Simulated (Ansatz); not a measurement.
# G0W0 on several functionals: Na3MoO4Cl (P4/nmm), part 2 of 2

One-shot GW is not self-consistent; how far does the start matter for Na3MoO4Cl (P4/nmm)?

Ansatz 0.2.0; G0W0 on several functionals, plane waves, PAW. Known limits of the many-body steps: not at the basis limit; no spin-orbit coupling; coarse k mesh.

So far. Step 2 (G0W0 on PBE): The gap on the mesh goes from 4.31 eV to 7.08 eV, a correction of +2.77 eV, though a band edge has moved to another state.

In doubt: masses and optical values from hybrid runs of this build are listed as unsure (step 4), which bears on the screening that GW takes from such a start.

### Step 3. G0W0 on r2SCAN

The same correction from a different start measures what one shot leaves open.

This step: G0W0 on r2SCAN, plane waves, PAW; PAW set soft_1.

Input file input.yaml:

```yaml
crystal:
  lattice:
    - [7.4942, 0.0, 0.0]
    - [0.0, 7.4942, 0.0]
    - [0.0, 0.0, 5.3409]
  atoms:
    - { symbol: Na, position: [0.75, 0.75, 0.0] }
    - { symbol: Na, position: [0.75, 0.25, 0.0] }
    - { symbol: Na, position: [0.25, 0.25, 0.0] }
    - { symbol: Na, position: [0.25, 0.75, 0.0] }
    - { symbol: Na, position: [0.5, 0.0, 0.6389095619] }
    - { symbol: Na, position: [0.0, 0.5, 0.3610904381] }
    - { symbol: Mo, position: [0.0, 0.0, 0.5] }
    - { symbol: Mo, position: [0.5, 0.5, 0.5] }
    - { symbol: Cl, position: [0.5, 0.0, 0.155433647] }
    - { symbol: Cl, position: [0.0, 0.5, 0.844566353] }
    - { symbol: O, position: [0.810272275, 0.0, 0.7004856242] }
    - { symbol: O, position: [0.5, 0.310272275, 0.7004856242] }
    - { symbol: O, position: [0.189727725, 0.0, 0.7004856242] }
    - { symbol: O, position: [0.5, 0.689727725, 0.7004856242] }
    - { symbol: O, position: [0.310272275, 0.5, 0.2995143758] }
    - { symbol: O, position: [0.0, 0.189727725, 0.2995143758] }
    - { symbol: O, position: [0.689727725, 0.5, 0.2995143758] }
    - { symbol: O, position: [0.0, 0.810272275, 0.2995143758] }
kpoints:
  mp_grid: { grid: [2, 2, 4] }
hamiltonian:
  xc: r2scan
  pseudopotentials: { kind: paw, azcp: { folder: soft_1 } }
scf:
  occupations: { method: fixed }
gw:
  n_empty_bands: 1009
  ecut_chi: 130.0
  qp_bands: [v4, c4]
  qp_kpoints: band_edges
  screening: { model: contour_deformation }
```

On the command line:

```console
$ ansatz run input.yaml --threads 2 --pin off --max-ram 92160MiB --backend cuda --events-out ev --progress --plain --runs-dir out --devices 1 --max-vram 13GiB
```

Numbers of over 12 decimals in the logs are rounded to 6 here.

Log:

```text
GPUs: using 1 of 1 available (devices: 1).
[...]
GPU FFT provider: cuFFT
GPU libraries: cuBLAS 13.8.2, cuFFT 12.4.0, cuSOLVER 12.3.4
Crystal: 18 atoms, lattice volume = 299.961 Å³
Basis set: ecut = 500 eV, 7603 PW (Γ), exchange–correlation on 240×240×160 points (64 copies of the dense FFT grid, shifted against one another)
Bands: 90, of which v1, the nominal top of the filled ones, is band 72 counted from 1 (71 counted from 0)
Symmetry: 16 space group operations
[...]
k-points: 9 of 16
[...]
GPU buffer pool allocated for 144000 grid points (all kernels)
[...]
SCF iter   1: F=—  HF=-25614.862201 eV  |F-HF|=—  |Δ(HF+E_count)|=         —  Δρ=1.07e-1  dr2=5.10e1  dr2_τ=2.04e0  ethr=3.10e-3  ⟨swp⟩=5.1  Hψ=2525  notcnv=0  defer=120
[...]
SCF iter  10: F=-25601.581104 eV  HF=-25601.581104 eV  |F-HF|=1.88e-9  |Δ(HF+E_count)|=   5.42e-9  Δρ=9.96e-7  dr2=3.34e-9  dr2_τ=1.84e-10  ethr=6.94e-11  ⟨swp⟩=10.7  Hψ=3128  notcnv=0
SCF 1 converged in 10 iterations: F = -25601.581104 eV  dr2 = 3.34e-9
[...]
NSCF: frozen V_eff on 9 k-points
[...]
G₀W₀ screening: q 1/9
[... further progress lines ...]
SCF converged after 10 iterations
Free energy (F): -25601.581104 eV
[...]
Internal energy: -25601.581104 eV  (E = F + TS)
E sigma→0 (E₀):  -25601.581104 eV
Fermi energy:    1.954579 eV
[...]
--- Band table (eV; the first three rows and the last of 9) ---
  k-point 0: bands = [... 68 lower, 1.6596, 1.8082, 1.8082, 1.9333, 6.6720, 6.7578, 7.0257, 7.1677, ... 14 higher]
  k-point 1: bands = [... 68 lower, 1.7808, 1.8791, 1.8791, 1.9234, 6.7552, 6.9590, 7.1761, 7.1799, ... 14 higher]
  k-point 2: bands = [... 68 lower, 1.8772, 1.9134, 1.9524, 1.9524, 6.8387, 7.0864, 7.1921, 7.3070, ... 14 higher]
  k-point 8: bands = [... 68 lower, 1.7396, 1.7396, 1.9546, 1.9546, 6.9736, 6.9736, 7.2734, 7.2734, ... 14 higher]
[...]
0    69      1.6596   -24.8636     3.9842   -19.9799  0.7601     0.7486     0.7601  root
     0    70      1.8082   -24.8640     3.8712   -20.0830  0.7632     0.8872     0.8985  root
     0    71      1.8082   -24.8640     3.8712   -20.0830  0.7632     0.8872     0.8985  root
     0    72      1.9333   -25.2324     3.8739   -20.5262  0.7611     1.0919     1.1010  root
     0    73      6.6720   -15.3340    -3.8385   -21.0072  0.8036     8.5373     8.5065  root
     0    74      6.7578   -13.7904    -3.7010   -19.1732  0.8136     8.4637     8.4395  root
     0    75      7.0257   -15.2225    -3.8044   -20.8674  0.8036     8.8977     8.8662  root
     0    76      7.1677   -16.7030    -3.7858   -22.4815  0.7917     9.2005     9.1604  root
[...]
8    73      6.9736   -16.1292    -3.8317   -21.8879  0.7968     8.9367     8.9007  root
     8    74      6.9736   -16.1292    -3.8317   -21.8879  0.7968     8.9367     8.9007  root
     8    75      7.2734   -16.6997    -3.7709   -22.4635  0.7932     9.3058     9.2663  root
     8    76      7.2734   -16.6997    -3.7709   -22.4635  0.7932     9.3058     9.2663  root
```

Wall time 70 s (1 × NVIDIA H100 80GB HBM3 (shared by 6 runs) with 2 threads of AMD EPYC 7R13 (Zen 3), shared host); peak memory 3.9 GiB.

This step gave:

```yaml
bands_summed: 1081
rpa_eps_infinity_on_this_mesh_eigenvalues: 2.390, 2.390, 2.402
plane_waves_in_the_screening_matrix: 1001
q_points_in_the_mesh: 16
g0w0_gap_on_the_mesh: 7.321 eV
k_of_the_valence_top: -0.5, -0.5, -0.5
k_of_the_conduction_bottom: 0, 0, 0
starting_gap_on_the_mesh: 4.717 eV
z_at_the_valence_top: 0.7605
z_at_the_conduction_bottom: 0.8136
least_direct_g0w0_gap_on_the_computed_points: 7.339 eV
```

Against the run with 2×2×4 mesh, 1009 empty bands, screening to 130 eV, PAW set soft_1 files on PBE, the gap moves by +0.24 eV, while the start moved by +0.40 eV.

### Step 4. G0W0 on HSE06

This step: G0W0 on HSE06, plane waves, PAW; PAW set soft_1.

Edit input.yaml of step 3 so:

```diff
@@ -27,3 +27,3 @@
 hamiltonian:
-  xc: r2scan
+  xc: hse06
   pseudopotentials: { kind: paw, azcp: { folder: soft_1 } }
```

Log:

```text
GPUs: using 1 of 1 available (devices: 1).
[...]
davidson cushion auto → on  (no smearing: the cushion is to keep the highest requested band from converging to the state above it; pin scf.eigensolver.cushion to override)
[...]
GPU FFT provider: cuFFT
GPU libraries: cuBLAS 13.8.2, cuFFT 12.4.0, cuSOLVER 12.3.4
Crystal: 18 atoms, lattice volume = 299.961 Å³
Basis set: ecut = 420 eV, 5889 PW (Γ)
[...]
0    75      7.4193   -14.7319    -3.6525   -19.8711  0.8239     8.9216     8.9059  root
     0    76      7.5902   -16.3504    -3.6352   -21.6203  0.8125     9.2452     9.2249  root
[...]
8    73      7.3788   -15.7369    -3.6780   -20.9875  0.8173     8.9695     8.9513  root
     8    74      7.3788   -15.7369    -3.6780   -20.9875  0.8173     8.9695     8.9513  root
     8    75      7.6920   -16.3448    -3.6222   -21.6056  0.8139     9.3507     9.3306  root
     8    76      7.6920   -16.3448    -3.6222   -21.6056  0.8139     9.3507     9.3306  root
[key lines of the parts left out:]
Free energy (F): -25549.630096 eV
Fermi energy:    1.236525 eV
```

Run time: 3.1 min. Hardware: 1 × NVIDIA H100 80GB HBM3 (shared by 6 runs) with 2 threads; peak memory 3.6 GiB; 3.9 min of CPU time.

Numbers from this step:

```
bands summed                                 : 1081
RPA ε∞ on this mesh (eigenvalues)            : 2.261, 2.261, 2.274
plane waves in the screening matrix          : 1001
G0W0 gap on the mesh                         : 7.635 eV
k of the valence top                         : -0.5, -0.5, -0.5
k of the conduction bottom                   : 0, 0, 0
starting gap on the mesh                     : 5.803 eV
least direct G0W0 gap on the computed points : 7.648 eV
```

Against the run with 2×2×4 mesh, 1009 empty bands, screening to 130 eV, PAW set soft_1 files on r2SCAN, the gap moves by +0.31 eV, while the start moved by +1.09 eV.

### Step 5. Side by side

All on the 2×2×4 mesh with 1009 empty bands and screening to 130 eV. Times are wall times on 1 × NVIDIA H100 80GB HBM3 (shared by 6 runs) with 2 threads of AMD EPYC 7R13 (Zen 3), shared host, good to a factor of about two.

| start | starting gap (eV) | shift (eV) | G0W0 gap (eV) | RPA ε∞ (harmonic mean) | Z (valence, conduction) | time |
| --- | --- | --- | --- | --- | --- | --- |
| PBE | 4.31 | +2.77 | 7.08 | 2.52 | 0.75, 0.81 | 54 s |
| r2SCAN | 4.72 | +2.60 | 7.32 | 2.39 | 0.76, 0.81 | 70 s |
| HSE06 | 5.80 | +1.83 | 7.64 | 2.27 | 0.78, 0.84 | 3.1 min |

The parts of the quasiparticle energy at the two band edges (eV; QP = start + Σx + Σc − Vxc):

| run | edge | start | Σx | Σc | Vxc | Z | QP |
| --- | --- | --- | --- | --- | --- | --- | --- |
| PBE | valence top | 2.40 | -25.32 | 4.12 | -20.09 | 0.75 | 1.30 |
| PBE | conduction bottom | 6.78 | -13.19 | -3.70 | -18.49 | 0.81 | 8.38 |
| r2SCAN | valence top | 1.95 | -25.34 | 3.95 | -20.56 | 0.76 | 1.12 |
| r2SCAN | conduction bottom | 6.76 | -13.79 | -3.70 | -19.17 | 0.81 | 8.44 |
| HSE06 | valence top | 1.23 | -25.32 | 3.66 | -21.22 | 0.78 | 0.79 |
| HSE06 | conduction bottom | 7.10 | -12.85 | -3.53 | -17.71 | 0.84 | 8.43 |

For a hybrid start, Vxc holds its share of exact exchange. Where G0W0 reorders the edges (PBE, r2SCAN and HSE06), the two states listed lie further apart at the start than the starting gap.

### Step 6. Results

```
G0W0@PBE     : 7.08 eV (start 4.31 eV)
G0W0@r2SCAN  : 7.32 eV (start 4.72 eV)
G0W0@HSE06   : 7.64 eV (start 5.80 eV)
known limits : not at the basis limit; no spin-orbit coupling; coarse k mesh
```

In words: The starting gaps span 1.49 eV and the G0W0 gaps 0.55 eV. Between PBE and HSE06, 0.55 eV of the 1.49 eV survives, 37 %. HSE06 screens less than PBE (ε∞ 2.27 against 2.52). Of the 0.55 eV by which its G0W0 gap is higher, the correlation part gives +0.63 eV, and exchange with the one-particle terms, which follow the orbitals, −0.08 eV. The smallest correction, +1.83 eV, is on HSE06, the start nearest to reproducing itself. Bands and cutoff are finite, so the gap is not at the basis limit. The miss can reach some tenths of an eV and take either sign; the mesh is an error of its own. The 2×2×4 mesh is coarse for this cell (its supercell is 15 Å along the shortest edge). The RPA ε∞ on it, from the PBE start, is 2.52 and 2.53; such meshes misread the long-range screening, most where the gap is narrow. The many-body steps are scalar-relativistic: spin-orbit coupling is not in them.

[Paths, hosts, dates, memory and timing lines, banners, echoed tables and standing remarks are left out of the program output.]

[Logs are printed without paths, hosts, clocks, repeated set-up lines and the standing remarks that a program may print on its own settings, such as how far it seeks lower states.]

[Runs of the session that timed out or met a known fault of the program may be left out.]

[Cells called generated may have been cut or substituted from an entry of the Crystallography Open Database or the Materials Project.]

[Hosts, paths, dates, database ids (printed as entryN), source tags and the programs' standing remarks are cut or masked in the printed files.]
